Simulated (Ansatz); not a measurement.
# SiNi3: optical spectrum from first principles, part 2 of 2

What colour and refractive index does SiNi3 have at this level of theory? The cell comes from an older database entry, whose edges can differ from later determinations, mostly by under a per cent.

Ansatz 0.2.0; DFT, PBE, plane-wave PAW, default files, scalar-relativistic, independent-particle optical response without local fields.

So far. Step 2 (Ground state and bands): There are states at the Fermi level within the smearing, so the occupations stay smeared and the carriers get a Drude term. The cell is left with a pressure of -6.0 GPa, as it stands unrelaxed at this level.

The database entry behind the starting cell differs from later determinations by our own check (an axis about 0.9 % long against later determinations), so it need not match the best structure at ambient conditions.

## 3. Spectrum

With the density converged, the vertical transitions are summed over the zone.

This step: DFT, PBE, plane-wave PAW, default files, scalar-relativistic, independent-particle optical response without local fields (Ansatz 0.2.0).

Contents of input.yaml:

```yaml
crystal:
  lattice:
    - [3.542, 0.0, 0.0]
    - [0.0, 3.542, 0.0]
    - [0.0, 0.0, 3.542]
  atoms:
    - { symbol: Ni, position: [0.5, 0.5, 0.0] }
    - { symbol: Ni, position: [0.5, 0.0, 0.5] }
    - { symbol: Ni, position: [0.0, 0.5, 0.5] }
    - { symbol: Si, position: [0.0, 0.0, 0.0] }
kpoints:
  mp_grid: { grid: [8, 8, 8] }
scf:
  occupations: { method: fermi_dirac, width: 0.05 }
hamiltonian:
  xc: pbe
  pseudopotentials: { kind: paw }
output:
  optics:
    e_range: [0, 20]
    de: 0.05
    sigma: 0.15
    drude_damping: 0.05
    nscf_kmesh: { grid: [10, 10, 10] }
    bands: { spectra_wanted_up_to: 20 }
```

The run is started by

```bash
$ ansatz run input.yaml --threads 4 --pin off --max-ram 8192MiB --backend cpu --events-out ev --progress --plain --runs-dir out
```

Numbers of over 12 decimals in the logs are rounded to 6 here.

The log of the run:

```text
[...]
Crystal: 4 atoms, lattice volume = 44.437 Å³
Basis set: ecut = 420 eV, 895 PW (Γ)
Bands: 35, of which v1, the nominal top of the filled ones, is band 29 counted from 1 (28 counted from 0)
Symmetry: 48 space group operations
[...]
k-points: 35 of 512
[...]
SCF iter   1: F=—  HF=-18156.782794 eV  |F-HF|=—  |Δ(HF+E_count)|=         —  Δρ=3.14e-3  dr2=4.71e-3  ethr=1.77e-3  ⟨swp⟩=5.5  Hψ=4410  notcnv=0
[...]
SCF iter  10: F=-18156.782488 eV  HF=-18156.782488 eV  |F-HF|=1.09e-11  |Δ(HF+E_count)|=  4.73e-11  Δρ=1.19e-7  dr2=6.48e-12  ethr=1.00e-12  ⟨swp⟩=4.0  Hψ=3887  notcnv=0
SCF 1 converged in 10 iterations: F = -18156.782488 eV  dr2 = 6.48e-12
[...]
NSCF: frozen V_eff on 56 k-points
output.optics: what the bands over the 61 summed would add to eps1, eps2 and the energy-loss function is held between a lower and an upper bound (8 Lanczos steps). eps1, eps2 and their loss function (loss_summed_bands) are given on every row as the summed bands alone make them. Along an axis, on a row where the two bounds hold the loss function to about 1 % of the greater of itself and 0.5 % of |1/eps|, its cell (loss_completed) is given, with the completed eps1 and eps2 that it is formed of (a cell that is left empty reads nan in the table and null in the record). The two bounds hold it so along every axis on all 400 rows up to 20.000 eV. [rest of the remark cut]
SCF converged after 10 iterations
Free energy (F): -18156.782488 eV
[...]
Internal energy: -18156.763513 eV  (E = F + TS)
E sigma→0 (E₀):  -18156.773000 eV
Entropy (-TS):   -0.018975 eV (-4.744 meV/atom)
Fermi energy:    16.859504 eV
[...]
--- Band table (eV; the first three rows and the last of 35) ---
  k-point 0: bands = [... 25 lower, 16.2563, 16.2563, 16.5753, 16.8864, 16.8864, 16.8864, 21.3662, 23.0071, ... 2 higher]
  k-point 1: bands = [... 25 lower, 16.2446, 16.2587, 16.5033, 16.8866, 17.2256, 17.2256, 21.7086, 22.9779, ... 2 higher]
  k-point 2: bands = [... 25 lower, 16.0432, 16.2162, 16.3396, 16.8870, 18.1815, 18.1815, 21.8685, 22.8960, ... 2 higher]
  k-point 34: bands = [... 25 lower, 15.6683, 15.6683, 16.4261, 16.6592, 16.6592, 16.6592, 17.9409, 20.7083, ... 2 higher]
```

Wall time 2.9 min (4 threads of Intel Xeon at 2.50GHz (Skylake/Cascade Lake), shared host); peak memory 1.4 GiB; 6.1 min of CPU time.

Read-outs, printed or worked out from the files:

* main peak of the optical conductivity above 1 eV, first axis: 1.152 eV
* Drude plasma energy, first axis: 1.843 eV
* bands summed: 61
* spectra valid up to: 33.84 eV
* program's estimate of the k-sum error in Im epsilon: 0.04 %
* electrons in the f-sum: 21.06

The Im ε, any direction has structure finer than the step of the table below, so its rows give means over 1 eV, whole bins alone (the curve runs from 0.3 to 20 eV). Peaks (eV: height): 1.1: 87.3.

Table of Im ε, any direction by photon energy; means over each step:

photon energy (eV), Im ε, any direction and a bar:
```
        1       60.2 ##############################
        2       27.0 #############
        3        9.3 ####
        4        9.1 ####
        5        9.5 ####
        6        8.5 ####
        7        6.0 ###
        8        4.8 ##
        9        4.8 ##
       10        3.8 ##
       11        2.6 #
       12        2.1 #
       13        2.0 #
       14        1.7 #
       15        1.5 
       16        1.1 
       17        0.9 
       18        0.8 
       19        0.6
```

Table of Re ε, any direction by photon energy:

```csv
photon energy (eV),"Re ε, any direction"
0.5,56.1
1.0,50.3
1.5,-11.4
2.0,-15.1
2.5,-7.58
3.0,-2.15
3.5,0.215
4.0,3.73
4.5,1.25
5.0,0.500
5.5,0.252
6.0,-2.24
6.5,-1.94
7.0,-1.13
7.5,-1.56
8.0,-1.30
8.5,-0.752
9.0,-0.779
9.5,-1.72
10.0,-2.07
10.5,-1.82
11.0,-1.59
11.5,-1.31
12.0,-0.977
12.5,-0.706
13.0,-0.963
13.5,-0.749
14.0,-0.638
14.5,-0.612
15.0,-0.561
15.5,-0.600
16.0,-0.555
16.5,-0.399
17.0,-0.290
17.5,-0.205
18.0,-0.0936
18.5,-0.0195
19.0,0.0985
19.5,0.209
20.0,0.284
```

The refractive index n and extinction k by photon energy:

```csv
photon energy (eV),n,k
1,8.51,4.70
2,2.57,4.66
3,1.83,2.35
4,2.61,1.75
5,2.18,2.06
6,1.87,2.39
7,1.61,1.93
8,1.33,1.75
9,1.44,1.69
10,1.05,1.78
11,0.868,1.53
12,0.801,1.27
13,0.783,1.26
14,0.758,1.10
15,0.704,1.03
16,0.582,0.945
17,0.578,0.790
18,0.582,0.657
19,0.612,0.525
20,0.707,0.465
```

Table of loss function −Im 1/ε at q → 0, any direction by energy loss; read off at these points:

```csv
energy loss (eV),"loss function −Im 1/ε at q → 0, any direction"
0.50,0.00709
1.00,0.00896
1.50,0.0182
2.00,0.0299
2.50,0.0589
3.00,0.109
3.50,0.132
4.00,0.0939
4.50,0.0957
5.00,0.111
5.50,0.105
6.00,0.105
6.50,0.144
7.00,0.156
7.50,0.161
8.00,0.198
8.50,0.217
9.00,0.201
9.50,0.187
10.00,0.205
10.50,0.242
11.00,0.277
11.50,0.335
12.00,0.399
12.50,0.417
13.00,0.410
13.50,0.492
14.00,0.523
14.50,0.553
15.00,0.601
15.50,0.612
16.00,0.724
16.50,0.885
17.00,0.994
17.50,1.15
18.00,1.29
18.50,1.48
19.00,1.52
19.10,1.53
19.50,1.41
20.00,1.28
```

Reflectivity at normal incidence, any direction against photon energy; read off at these points:

photon energy (eV), reflectivity at normal incidence, any direction (%) and a bar from the least value:
```
     0.50       61.0 #########################
     1.00       69.8 #############################
     1.20       72.1 ##############################
     1.50       71.2 ##############################
     2.00       70.2 #############################
     2.50       61.3 #########################
     3.00       45.8 #################
     3.50       36.9 #############
     4.00       35.1 ############
     4.50       40.5 ###############
     5.00       39.3 ##############
     5.50       40.8 ###############
     6.00       46.4 ##################
     6.50       42.7 ################
     7.00       38.8 ##############
     7.50       40.3 ###############
     8.00       37.4 #############
     8.50       33.6 ############
     9.00       34.5 ############
     9.50       40.2 ###############
    10.00       43.0 ################
    10.50       42.0 ################
    11.00       40.5 ###############
    11.50       38.4 ##############
    12.00       34.1 ############
    12.50       29.8 ##########
    13.00       34.1 ############
    13.50       31.5 ##########
    14.00       29.5 ##########
    14.50       29.4 #########
    15.00       28.9 #########
    15.50       30.2 ##########
    16.00       31.4 ##########
    16.50       28.6 #########
    17.00       25.8 ########
    17.50       24.0 #######
    18.00       20.7 #####
    18.50       18.8 ####
    19.00       14.8 ##
    19.50       11.5 #
    20.00        9.6
```

From ε follow the optical constants at some laser and lamp lines:

```csv
wavelength (nm),n,k,R (%),1/α
1550,8.59,2.905,65.8,42 nm
633,2.68,4.777,70.5,11 nm
450,1.77,2.840,55.0,13 nm
405,1.91,2.277,44.0,14 nm
365,1.92,2.069,40.0,14 nm
248,2.18,2.061,39.3,9.6 nm
193,1.56,2.120,43.5,7.2 nm
```

A polished face would reflect 67 % of daylight and look faintly yellow (CIE x = 0.332, y = 0.352 under D65).

## 4. Results

```json
{
  "gap on the path": "0 eV",
  "main peak of the optical conductivity above 1 eV, first axis": "1.15 eV",
  "Drude plasma energy, first axis": "1.84 eV"
}
```

What this shows: At this level (PBE, independent particles) SiNi3 is a metal with a Drude plasma energy of 1.8 eV; it reflects 67 % at 550 nm. Along x the bare Drude plasma energy is 1.8 eV; Re ε first rises through zero at 0.21 eV, far lower, because interband transitions screen the carriers. Im ε is 35 there, so the loss peak at that energy is weak. A polished face would reflect 67 % of daylight and look faintly yellow (CIE x = 0.332, y = 0.352 under D65). In the base run ε includes the program's bounded estimate of what the bands above those summed add. The carriers' damping of 0.05 eV is typed, not computed; at 0.8 eV the carriers give 1 % of Im ε along the first axis; the rest comes from the sum over bands, which at low energy also holds close bands and the noise of the mesh. The run has no spin polarisation. A start with parallel moments lost them; other magnetic orders weren't tried. The Fermi-Dirac width of 0.05 eV acts as an electron temperature of 580 K in the carriers' term.

[Logs are printed without paths, hosts, clocks, repeated set-up lines and the standing remarks that a program may print on its own settings, such as how far it seeks lower states.]

[Hosts, paths, dates, database ids (printed as entryN), source tags and the programs' standing remarks are cut or masked in the printed files.]
